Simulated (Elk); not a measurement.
# Cr3CdC: parallel, opposed and spinless runs

Wanted: the moments of Cr3CdC and the energy of each order that was tried.

Calculated with Elk 11.2.3 (patched build); LDA (Perdew-Wang); all-electron APW+lo, Dirac cores, scalar-relativistic bands.

Most raw output is cut from this account.

## 1. Starting point

The structure is cubic, space group Pm-3m (No. 221). The conventional cell has a = 3.958 Å, b = 3.958 Å, c = 3.958 Å, α = 90.00°, β = 90.00°, γ = 90.00°. Nearest to Cd lie 12 Cr at 2.80 Å. Nearest to Cr lie 2 C at 1.98 Å and 4 Cd at 2.80 Å and 8 Cr at 2.80 Å. C has 6 Cr at 1.98 Å nearest. invented: MgCo3C (Pm-3m) with Cr for Co, Cd for Mg. Farther neighbours are not listed.

The cell is a made-up one and need not be a known phase.

## 2. Start 1: ferro +++

Parallel moments need no larger cell; this start tests for a ferromagnetic state only.

Moments are seeded by fields in the spheres (the last three columns under atoms), set against the wanted direction and reduced each loop.

The input, elk.in:

```
tasks
  0
  33
  73

xctype
  3

rgkmax
  7.0

nempty
  12

swidth
  0.003

reducebf
  0.5

epsengy
  1e-05

maxscl
  100

lmaxi
  2

spinpol
  .true.

sppath
  './'

avec
  7.47891428137 0.00000000000 0.00000000000
  0.00000000000 7.47891428137 0.00000000000
  0.00000000000 0.00000000000 7.47891428137

atoms
  3
  'Cd.in'
  1
  0.0000000000 0.0000000000 0.0000000000   0.000000 0.000000 0.000000
  'Cr.in'
  3
  0.0000000000 0.5000000000 0.5000000000   0.000000 0.000000 -0.187500
  0.5000000000 0.0000000000 0.5000000000   0.000000 0.000000 -0.187500
  0.5000000000 0.5000000000 0.0000000000   0.000000 0.000000 -0.187500
  'C.in'
  1
  0.5000000000 0.5000000000 0.5000000000   0.000000 0.000000 0.000000

ngridk
  6 6 6

plot3d
  0 0 0
  1 0 0
  0 1 0
  0 0 1
  20 20 20
```

On the command line:

```sh
OMP_NUM_THREADS=4 elk
```

The job ended after 4.5 min (4 threads of Arm Neoverse V1, shared host; peak memory 0.24 GiB).

The moments died away, and this build then starts once more from a stronger push, within the same count of loops.

Spin moment in the muffin-tin sphere by atom:

```
atom  spin moment in the muffin-tin sphere (μB)
 Cd1                                     0.0000
 Cr2                                     0.0004
 Cr3                                     0.0004
 Cr4                                     0.0004
  C5                                     0.0000
```

This step gave:

```
final state : non-magnetic
```

After 90 cycles the seed has died away: no moment is left.

## 3. Run 2 (ferri ++-)

Another pattern of signs weighs the neighbour shells otherwise.

Changes to elk.in since step 2:

```diff
@@ -2,4 +2,2 @@
   0
-  33
-  73
 
@@ -49,3 +47,3 @@
   0.5000000000 0.0000000000 0.5000000000   0.000000 0.000000 -0.187500
-  0.5000000000 0.5000000000 0.0000000000   0.000000 0.000000 -0.187500
+  0.5000000000 0.5000000000 0.0000000000   0.000000 0.000000 0.187500
   'C.in'
@@ -56,8 +54 @@
   6 6 6
-
-plot3d
-  0 0 0
-  1 0 0
-  0 1 0
-  0 0 1
-  20 20 20
```

On the command line:

```sh
OMP_NUM_THREADS=4 elk
```

It took 3 min on 4 threads; peak memory 0.29 GiB; 12 min of CPU time.

Spin moment in the muffin-tin sphere by atom:

```
atom  spin moment in the muffin-tin sphere (μB)
 Cd1                                       0.00
 Cr2                                       1.26
 Cr3                                       1.26
 Cr4                                      -1.39
  C5                                      -0.01
```

This step gave:

```yaml
density_of_states_at_the_fermi_level: 6.222 states/eV/cell
moment_between_the_spheres: 0.1155 μB
magnetization: 1.243 μB
final_state: ferrimagnetic
```

It lies 21.8 meV a seeded atom under the first start, and its largest moment is 1.39 μB against 4.0e-4 μB.

## 4. Run 3 (no spin polarisation)

A run without seeds gives the energy of the state without moments.

The input, elk.in:

```
tasks
  0

xctype
  3

rgkmax
  7.0

nempty
  12

swidth
  0.003

epsengy
  1e-05

maxscl
  100

lmaxi
  2

sppath
  './'

avec
  7.47891428137 0.00000000000 0.00000000000
  0.00000000000 7.47891428137 0.00000000000
  0.00000000000 0.00000000000 7.47891428137

atoms
  3
  'Cd.in'
  1
  0.0000000000 0.0000000000 0.0000000000   0.000000 0.000000 0.000000
  'Cr.in'
  3
  0.0000000000 0.5000000000 0.5000000000   0.000000 0.000000 0.000000
  0.5000000000 0.0000000000 0.5000000000   0.000000 0.000000 0.000000
  0.5000000000 0.5000000000 0.0000000000   0.000000 0.000000 0.000000
  'C.in'
  1
  0.5000000000 0.5000000000 0.5000000000   0.000000 0.000000 0.000000

ngridk
  6 6 6
```

On the command line:

```sh
OMP_NUM_THREADS=4 elk
```

The job ended after 9.7 s (4 threads; peak memory 0.1 GiB).

Numbers from this step:

```yaml
density_of_states_at_the_fermi_level: 7.063 states/eV/cell
final_state: non-magnetic (no spin polarisation)
```

It ends in the same state without moments as the first start; the 0.020 meV between them is numerical noise.

## 5. Ranking

These are free energies at a smearing of 0.0816 eV, so its entropy term is in the differences. They are divided by the number of seeded atoms, so that cells of unlike size compare.

Orders:

| start | final state | typed order kept | energy over the lowest (meV a seeded atom) | largest sphere moment (μB) | net moment (μB a primitive cell) | DOS at the Fermi level (states/eV a primitive cell) | mesh matched | CPU time (s) |
| --- | --- | --- | --- | --- | --- | --- | --- | --- |
| ferro +++ | non-magnetic | no | 21.83 | 3.99e-4 | 0.00131 | 7.063 | yes | 1051 |
| ferri ++- | ferrimagnetic | yes | 0 | 1.388 | 1.243 | 6.222 | yes | 718.4 |
| no spin polarisation | non-magnetic | - | 21.81 | 0 | 0 | 7.063 | yes | 34.19 |

## 6. Results

| Item | Value |
| --- | --- |
| lowest state found | ferrimagnetic (typed ferri ++-) |
| largest site moment | 1.39 μB |
| next state | non-magnetic, 21.8 meV a seeded atom higher |
| energy gained by spin polarisation | 21.8 meV a seeded atom |

The lowest state found is ferrimagnetic, reached from the start ferri ++-, with moments up to 1.39 μB. Spin polarisation gains little. 1 start left the typed pattern (a sign turned or a seeded moment died), so such an energy belongs to the state reached, not the one typed. This is the lowest of 3 finished starts, no proof of the ground state. A linearisation energy was not found in some loops, which can move the energies.

[Logs and program files are shortened in this print: banners, set-up blocks, solver, clock and traceback lines can be left out without a mark of their own.]

[Logs are printed without paths, hosts, clocks, repeated set-up lines and the standing remarks that a program may print on its own settings, such as how far it seeks lower states.]

[Hosts, paths, dates, database ids (printed as entryN), source tags and the programs' standing remarks are cut or masked in the printed files.]

[Where a cell is said to come from a database of computed structures, the database is the Materials Project.]
